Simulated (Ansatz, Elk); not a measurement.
## How far do independent atoms describe NaMn?

Structure refinements treat a crystal as free atoms side by side. For a made-up structure of NaMn (cell and positions from a PBE relaxation) the runs below show what the calculated density changes in F(hkl).

Method: DFT, PBE, all-electron APW+lo, Dirac cores, scalar-relativistic bands, static density, ferromagnetic start, in Elk 11.2.3 (patched build).

The structure was built from a prototype and need not be the compound's stable phase.

**1. Starting point**

Symmetry: Pm-3m, No. 221, cubic system. Conventional cell: a = 3.600 Å, b = 3.600 Å, c = 3.600 Å, α = 90.00°, β = 90.00°, γ = 90.00°. Mn has 8 Na at 3.12 Å nearest. Nearest to Na lie 8 Mn at 3.12 Å. Farther neighbours are not listed.

**2. Ground state and structure factors**

An all-electron density is needed, since X-rays see the cores too. Task 0 finds the density and task 195 Fourier-transforms it; tshift is off so that phases refer to the origin typed.

Contents of elk.in:

```
tasks
  0
  195
  196

xctype
  20

spinpol
  .true.

rgkmax
  7.0

gmaxvr
  14.0

lmaxo
  7

lmaxapw
  8

swidth
  0.002

tshift
  .false.

ramdisk
  .false.

hmaxvr
  5.5

maxscl
  120

epspot
  1e-06

reducebf
  0.8

sppath
  './'

avec
  6.80285780510 -0.00000000000 0.00000000000
  -0.00000000000 6.80285780510 0.00000000000
  -0.00000000000 0.00000000000 6.80285780510

atoms
  2
  'Mn.in'
  1
  0.5000000000 0.5000000000 0.5000000000   0.000000 0.000000 -0.210000
  'Na.in'
  1
  0.0000000000 -0.0000000000 -0.0000000000   0.000000 0.000000 0.000000

ngridk
  5 5 5
```

On the command line:

```console
OMP_NUM_THREADS=4 elk
```

Numbers of over 12 decimals in the logs are rounded to 6 here.

Log:

```text
┌─────────────────────────┐
│ Elk code version 11.2.3 │
└─────────────────────────┘

All units are atomic (Hartree, Bohr, etc.)

┌─────────────────────────────────────────────────┐
│ Ground-state run starting from atomic densities │
└─────────────────────────────────────────────────┘

Lattice vectors :
   6.802857805      -0.000000000       0.000000000
  -0.000000000       6.802857805       0.000000000
  -0.000000000       0.000000000       6.802857805

Reciprocal lattice vectors :
  0.9236096780       0.000000000       0.000000000
   0.000000000      0.9236096780       0.000000000
  -0.000000000      -0.000000000      0.9236096780

Unit cell volume      :    314.8286014
Brillouin zone volume :   0.7878897037

Muffin-tin inner radius fraction :   0.1000000000E-01

Nuclei treated as point charges

Species : 1 (Mn)
 parameters loaded from : Mn.in
 name : manganese
 nuclear charge    :   -25.00000000
 electronic charge :    25.00000000
 atomic mass :    100145.9370
 muffin-tin radius :    2.400000000
 number of radial points in muffin-tin :    993
 inner part over the whole radius :   0.9953723401E-02
 number on inner part of muffin-tin    :    700
 approximate nuclear radius :   0.7074591925E-04
 number of mesh points to nuclear radius :    330
 atomic positions (lattice), magnetic fields (Cartesian) :
  1 :   0.50000000  0.50000000  0.50000000    0.00000000  0.00000000 -0.21000000

Species : 2 (Na)
 parameters loaded from : Na.in
 name : sodium
 nuclear charge    :   -11.00000000
 electronic charge :    11.00000000
 atomic mass :    41907.78703
 muffin-tin radius :    2.200000000
 number of radial points in muffin-tin :    793
 inner part over the whole radius :   0.9883648912E-02
 number on inner part of muffin-tin    :    551
 approximate nuclear radius :   0.5574345702E-04
 number of mesh points to nuclear radius :    238
 atomic positions (lattice), magnetic fields (Cartesian) :
  1 :   0.00000000  0.00000000  0.00000000    0.00000000  0.00000000  0.00000000

Total number of atoms per unit cell :    2
Total muffin-tin volume :    102.5080739
 ratio of muffin-tin to unit cell volume :   0.3255996229

Spin treatment :
 spin-polarised
 global magnetic field (Cartesian) :    0.000000000       0.000000000       0.000000000
 collinear magnetisation in z-direction

Number of Bravais lattice symmetries :   48
Number of crystal symmetries         :   48
Crystal has inversion symmetry
Real symmetric eigensolver will be used

k-point grid :      5     5     5
k-point offset :    0.000000000       0.000000000       0.000000000
k-point set is reduced with full crystal symmetry group
Total number of k-points :       10

Muffin-tin radius times maximum |G+k| :    7.000000000
 using average radius
Maximum |G+k| for APW functions       :    3.043478261
Maximum (1/2)|G+k|²                   :    4.631379962
Maximum |G| for potential and density :    14.00000000
Constant for pseudocharge density :    8
 order of it for each species :   15  15
 order of it for pair densities of each species (exact exchange by exxq0 0: 16) :   11   8
Radial integration step length :    1

G-vector grid sizes :     32    32    32
Number of G-vectors :    14531

Maximum angular momentum used for
 APW functions            :    8
 outer part of muffin-tin :    7
 inner part of muffin-tin :    2

Total nuclear charge    :   -36.00000000
Total core charge       :    12.00000000
Total valence charge    :    24.00000000
Total excess charge     :    0.000000000
Total electronic charge :    36.00000000

Effective Wigner radius, rₛ :    1.278088783

Number of empty states         :     24
Total number of valence states :     74
Total number of core states    :     12

Third-order local-orbitals added for an l without core states : T
Total number of local-orbitals :     34

Exchange-correlation functional :     20     0     0
 Perdew-Burke-Ernzerhof, Phys. Rev. Lett. 77, 3865 (1996)
 gradient requirement :    1
 generalised gradient approximation (GGA)

Smearing type :    3
[...]
muffin-tins
  species : 1 (Mn)
   atom 1                    :    3.536876867
  species : 2 (Na)
   atom 1                    :  -0.1425556477E-01
 total in muffin-tins        :    3.522621302
 total moment                :    3.620583568

RMS change in Kohn-Sham potential (target) :    3.741803950     (  0.1000000000E-05)
Absolute change in total energy (target)   :    2.202588270     (  0.1000000000E-03)

[... loops 3 to 24 left out ...]

┌──────────────────┐
│ Loop number : 25 │
└──────────────────┘

Energies :
 Fermi                       :     0.94715511986279E-01
 sum of occupied eigenvalues :     -762.14419055206
 electron kinetic            :      1335.6131718851
 core electron kinetic       :      1166.9479163822
 Coulomb                     :     -2589.9400399990
 Coulomb potential           :     -2011.3512456096
 nuclear-nuclear             :     -187.98634160759
 electron-nuclear            :     -2797.1225548289
 Hartree                     :      395.16885643750
 Madelung                    :     -1584.2644171942
 xc potential                :     -86.092012138839
 xc effective B-field        :    -0.314094
 external B-field            :      0.000000
 exchange                    :     -65.196753218803
 correlation                 :     -1.490568
 electron entropic           :    -0.91764505997617E-03
 total energy                :     -1321.0151065763
 (external B-field energy excluded from total)

Density of states at Fermi energy :    70.43239460
 (states/Hartree/unit cell)

Estimated indirect band gap :   0.1389474940E-02
 from k-point 1 to k-point 10
Estimated direct band gap   :   0.4973463113E-02
 at k-point 2

Charges :
 core                        :    12.00000000
 valence                     :    24.00000000
 interstitial                :    2.451274818
 muffin-tins (core leakage)
  species : 1 (Mn)
   atom 1                    :    23.43957885     ( -0.2246775406E-06)
  species : 2 (Na)
   atom 1                    :    10.10914633     ( -0.9715865490E-07)
 total in muffin-tins        :    33.54872518
 total calculated charge     :    35.99995510
 total charge                :    36.00000000
 error                       :   0.4489939944E-04

Moments :
 interstitial                :   0.1818291821
 muffin-tins
  species : 1 (Mn)
   atom 1                    :    4.140514303
  species : 2 (Na)
   atom 1                    :  -0.2594224493E-01
 total in muffin-tins        :    4.114572058
 total moment                :    4.296401241

RMS change in Kohn-Sham potential (target) :   0.4619863527E-06 (  0.1000000000E-05)
Absolute change in total energy (target)   :   0.3545685331E-04 (  0.1000000000E-03)

Convergence targets achieved

┌──────────────────┐
│ Loop number : 26 │
└──────────────────┘

Energies :
 Fermi                       :     0.94715270440872E-01
 sum of occupied eigenvalues :     -762.14415734324
 electron kinetic            :      1335.6131806696
 core electron kinetic       :      1166.9479248200
 Coulomb                     :     -2589.9400318058
 Coulomb potential           :     -2011.3512135371
 nuclear-nuclear             :     -187.98634160759
 electron-nuclear            :     -2797.1225723849
 Hartree                     :      395.16888218670
 Madelung                    :     -1584.2644250373
 xc potential                :     -86.092025515928
 xc effective B-field        :    -0.314089
 external B-field            :      0.000000
 exchange                    :     -65.196751709689
 correlation                 :     -1.490568
 electron entropic           :    -0.91771173963217E-03
 total energy                :     -1321.0150884791
 (external B-field energy excluded from total)

Density of states at Fermi energy :    70.43963584
 (states/Hartree/unit cell)

Estimated indirect band gap :   0.1389321157E-02
 from k-point 1 to k-point 10
Estimated direct band gap   :   0.4973480156E-02
 at k-point 2

Charges :
 core                        :    12.00000000
 valence                     :    24.00000000
 interstitial                :    2.451271305
 muffin-tins (core leakage)
  species : 1 (Mn)
   atom 1                    :    23.43958292     ( -0.2246778017E-06)
  species : 2 (Na)
   atom 1                    :    10.10914577     ( -0.9715865712E-07)
 total in muffin-tins        :    33.54872869
 total calculated charge     :    35.99995510
 total charge                :    36.00000000
 error                       :   0.4489982854E-04

Moments :
 interstitial                :   0.1818093394
 muffin-tins
  species : 1 (Mn)
   atom 1                    :    4.140481041
  species : 2 (Na)
   atom 1                    :  -0.2594371858E-01
 total in muffin-tins        :    4.114537323
 total moment                :    4.296346662

┌──────────────────────────────┐
│ Self-consistent loop stopped │
└──────────────────────────────┘

Wrote STATE.OUT
```

Wall time 24 s (4 threads of Arm Neoverse V1, shared host); peak memory 0.19 GiB; 64 s of CPU time.

SFACRHO.OUT:

```text

h k l indices transformed by vhmat matrix:
   1.000000000       0.000000000       0.000000000    
   0.000000000       1.000000000       0.000000000    
   0.000000000       0.000000000       1.000000000    

      h      k      l  multipl.   |H|            Re(F)            Im(F)           |F|

      0      0      0      1   0.0000000       36.000000     -0.38028925E-18   36.000000    
     -1      0      0      6  0.92360968      -12.062857     -0.11598242E-13   12.062857    
      0     -1      1     12   1.3061813       27.431537      0.14787420E-14   27.431537    
     -1     -1      1      8   1.5997389      -9.9196498     -0.10004423E-13   9.9196498    
     -2      0      0      6   1.8472194       23.658999      0.18726510E-13   23.658999    
      1      0      2     24   2.0652540      -8.7839252      0.33302835E-13   8.7839252    
      1      1      2     24   2.2623724       20.898372     -0.33221378E-13   20.898372    
      0     -2      2     12   2.6123627       18.766603      0.20316524E-14   18.766603    
     -1     -2      2     24   2.7708290      -7.3866114     -0.12778823E-13   7.3866114    
      0     -3      0      6   2.7708290      -7.3844784     -0.27079779E-13   7.3844784    
     -3      0      1     24   2.9207103       17.075855      0.24482522E-13   17.075855    
     -3     -1     -1     24   3.0632668      -6.9221910     -0.27742583E-13   6.9221910    
      2     -2      2      8   3.1994778       15.712272     -0.12698063E-13   15.712272    
      2      3      0     24   3.3301221      -6.5546556      0.25838434E-13   6.5546556    
     -1      2      3     48   3.4558310       14.593992     -0.23752783E-13   14.593992    
      0      4      0      6   3.6944387       13.668409     -0.22416501E-13   13.668409    
     -2      2      3     24   3.8081403      -6.0199553      0.20664113E-13   6.0199553    
      4      0      1     24   3.8081403      -6.0185377      0.23018250E-13   6.0185377
```

Elk indexes on the primitive cell of elk.in and gives |H| = 4π sin θ/λ in inverse bohr. Below, one row stands for each form hkl of the conventional cell (m members, Friedel mates merged), F is for one primitive cell and the density is static (no thermal factor). Free-atom factors are Waasmaier and Kirfel's, and R is Σm||F|−|F'||/Σm|F|.

```
hkl   m  sin θ/λ (Å⁻¹)  abs F, DFT  neutral atoms   diff.
100   6          0.139      12.063         11.988  +0.075
110  12          0.196      27.431         27.528  -0.096
111   8          0.241       9.920          9.911  +0.009
200   6          0.278      23.659         23.697  -0.038
210  24          0.311       8.784          8.758  +0.025
211  24          0.340      20.898         20.916  -0.018
220  12          0.393      18.767         18.774  -0.007
221  24          0.417       7.387          7.373  +0.014
300   6          0.417       7.385          7.373  +0.012
310  24          0.439      17.076         17.076  +0.000
311  24          0.461       6.922          6.911  +0.011
222   8          0.481      15.712         15.703  +0.009
320  24          0.501       6.555          6.543  +0.012
321  48          0.520      14.594         14.579  +0.015
400   6          0.556      13.668         13.648  +0.020
322  24          0.573       6.020          6.003  +0.017
410  24          0.573       6.019          6.003  +0.016
411  24          0.589      12.896         12.870  +0.025
330  12          0.589      12.896         12.870  +0.025
331  24          0.605       5.823          5.804  +0.018
420  24          0.621      12.244         12.215  +0.029
421  48          0.636       5.659          5.641  +0.018
```

**3. The magnetisation density**

The same run holds the spin density, and task 196 transforms it. The order is that of the start, and no other was tried.

SFACMAG_1.OUT:

```text

h k l indices transformed by vhmat matrix:
   1.000000000       0.000000000       0.000000000    
   0.000000000       1.000000000       0.000000000    
   0.000000000       0.000000000       1.000000000    

      h      k      l  multipl.   |H|            Re(F)            Im(F)           |F|

      0      0      0      1   0.0000000       4.2963468     -0.12113097E-18   4.2963468    
     -1      0      0      6  0.92360968      -3.4686806     -0.17746702E-14   3.4686806    
      0     -1      1     12   1.3061813       2.7428964      0.20250605E-15   2.7428964    
     -1     -1      1      8   1.5997389      -2.2046146     -0.12474923E-14   2.2046146    
     -2      0      0      6   1.8472194       1.8376416      0.21202816E-14   1.8376416    
      1      0      2     24   2.0652540      -1.5526456      0.34256879E-14   1.5526456    
      1      1      2     24   2.2623724       1.3242613     -0.30721158E-14   1.3242613    
      0     -2      2     12   2.6123627      0.98199676      0.14765661E-15  0.98199676    
     -1     -2      2     24   2.7708290     -0.85413794     -0.85748824E-15  0.85413794    
      0     -3      0      6   2.7708290     -0.84847697     -0.18194104E-14  0.84847697    
     -3      0      1     24   2.9207103      0.73515184      0.14932835E-14  0.73515184    
     -3     -1     -1     24   3.0632668     -0.64521179     -0.14999071E-14  0.64521179    
      2     -2      2      8   3.1994778      0.56201066     -0.62509813E-15  0.56201066    
      2      3      0     24   3.3301221     -0.49282409      0.11389910E-14  0.49282409    
     -1      2      3     48   3.4558310      0.42721660     -0.94783732E-15  0.42721660    
      0      4      0      6   3.6944387      0.32159150     -0.71501399E-15  0.32159150
```

The total moment is 4.30 μB a cell; sphere moments: Mn1 +4.14, Na2 -0.03 μB. Polarised neutrons measure spin and orbital magnetisation together; without spin-orbit coupling the run gives the spin part. With nearly all of the moment on one atom, abs F_M/F_M(0) is close to a form factor, set here beside ⟨j0⟩ of the free Mn2+ ion, taken for comparison since the valence isn't defined:

```
hkl  sin θ/λ (Å⁻¹)  abs F_M (μB)  F_M/F_M(0)   ⟨j0⟩
100          0.139         3.469       0.807  0.812
110          0.196         2.743       0.638  0.668
111          0.241         2.205       0.513  0.554
200          0.278         1.838       0.428  0.465
210          0.311         1.553       0.361  0.393
211          0.340         1.324       0.308  0.334
220          0.393         0.982       0.229  0.246
221          0.417         0.854       0.199  0.212
300          0.417         0.849       0.197  0.212
310          0.439         0.735       0.171  0.184
311          0.461         0.645       0.150  0.159
222          0.481         0.562       0.131  0.138
320          0.501         0.493       0.115  0.120
321          0.520         0.427       0.099  0.104
```

**4. The highest occupied states alone**

An energy window below the Fermi level keeps the highest occupied states, to see at which angles they scatter; shallow core shells can lie inside it and anion s states outside. No new self-consistency is needed.

Changes to elk.in since step 2:

```diff
@@ -1,5 +1,3 @@
 tasks
-  0
   195
-  196
 
@@ -44,2 +42,5 @@
 
+wsfac
+  -0.346280 0.394720
+
 sppath
```

On the command line:

```console
OMP_NUM_THREADS=4 elk
```

Log:

```text
┌─────────────────────────────────┐
│ Elk code version 11.2.3 started │
└─────────────────────────────────┘

Info(readinput): the functional depends on the density's gradient
 muffin-tin radial points multiplied by    2.00000
 (not where nrmtscf is given)

┌────────────────────┐
│ Current task : 195 │
└────────────────────┘

Info(sfacrho): density structure factors written to SFACRHO.OUT

 Energy window :  -0.3462800000      0.3947200000

┌──────────────────┐
│ Elk code stopped │
└──────────────────┘
```

Wall time 3.3 s (4 threads); peak memory 0.16 GiB; 4.1 s of CPU time.

States within 12 eV below the Fermi level hold 8.00 electrons; any levels below the window count with the cores. Their amplitudes can exceed the total, where window and core parts have opposite phase:

```
hkl  sin θ/λ (Å⁻¹)  abs F, window  abs F, all
100          0.139          4.270      12.063
110          0.196          3.115      27.431
111          0.241          2.544       9.920
200          0.278          2.151      23.659
210          0.311          1.785       8.784
211          0.340          1.584      20.898
220          0.393          1.198      18.767
221          0.417          0.984       7.387
300          0.417          0.981       7.385
310          0.439          0.919      17.076
```

(Continued in part 2 of 2.)

[Logs are printed without paths, hosts, clocks, repeated set-up lines and the standing remarks that a program may print on its own settings, such as how far it seeks lower states.]

[Hosts, paths, dates, database ids (printed as entryN), source tags and the programs' standing remarks are cut or masked in the printed files.]
